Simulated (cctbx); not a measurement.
# Symmetry from intensities

Cell: a = 4.7820 Å, b = 4.7820 Å, c = 12.0010 Å, α = 90.00°, β = 90.00°, γ = 90.00°. Expected content of the cell: Tl4 Gd2 Sn4.

The data are simulated with cctbx, not measured: synchrotron X-rays, λ = 0.4959 Å, to d = 0.84 Å, 95 % of the full sphere, strongest reflection 40000 counts, noise from counting, a 3 % proportional error and a noise floor of 4 counts (s.d.); no absorption.

Tests on the unmerged data give:

```text
1844 reflections to d = 0.843 A
centring   violations  <I/sigma> of those
    A        347 of   911     10.2
    B        344 of   919     10.1
    C        247 of   946      7.5
    I          0 of   928      0.0
    R        456 of  1218     10.5
    F        469 of  1388      9.2
Laue class    unique    Rint  (classes that these axes allow; Friedel mates merged)
I 1 2/m 1         274   0.021
I 1 1 2/m         257   0.021
I 2/m 1 1         274   0.021
I m m m           161   0.023
I 4/m             132   0.023
I 4/m m m          94   0.024
space group    extra absences  I>4sigma  <I/sigma>
I 4 2 2                 0          0         -  acentric
I 4 m m                 0          0         -  acentric
I -4 m 2                0          0         -  acentric
I -4 2 m                0          0         -  acentric
I 4/m m m               0          0         -  centric
Wilson B = -0.13 A^2   <|E^2-1|> = 0.722 (0.968 centric, 0.736 acentric)   E^2>4: 0.0 %
shell (A)         n   <I/sigma>
 6.00 - 1.60     18     56.1
 1.60 - 1.28     15     56.1
 1.28 - 1.12     13     57.5
 1.12 - 1.01     13     66.9
 1.01 - 0.94     10     57.4
 0.94 - 0.89     14     68.6
 0.89 - 0.84     11     70.0
```

**Question.** What are the lattice type, the Laue class and the likely space group?

The reflections that I centring forbids are absent (⟨I/σ⟩ near 0), so the lattice is I.

Rint stays low (0.021 to 0.024) up to I 4/m m m, the highest class in these axes.

5 settings pass the absence test. No glide or screw absences show, which leaves I 4 2 2, I 4 m m, I -4 m 2, I -4 2 m and I 4/m m m.

⟨|E²−1|⟩ = 0.722 leans to a non-centrosymmetric structure. Here that hint misleads: the statistic assumes many like atoms on general positions, and few, heavy or special-position atoms break it. The Wilson B of -0.13 Å² means U ≈ -0.0016 Å², too small to be real: the Wilson fit fails with so few reflections and atoms.

The true group is I4/mmm (no. 139), Laue class 4/mmm, centrosymmetric. The tables only narrow the choice to the tied entries; cell content, site symmetry and trial solutions must settle it.

The model is made up (kin elements in a known structure type, no relaxation), so it says nothing on whether the phase exists.

[Logs are printed without paths, hosts, clocks, repeated set-up lines and the standing remarks that a program may print on its own settings, such as how far it seeks lower states.]
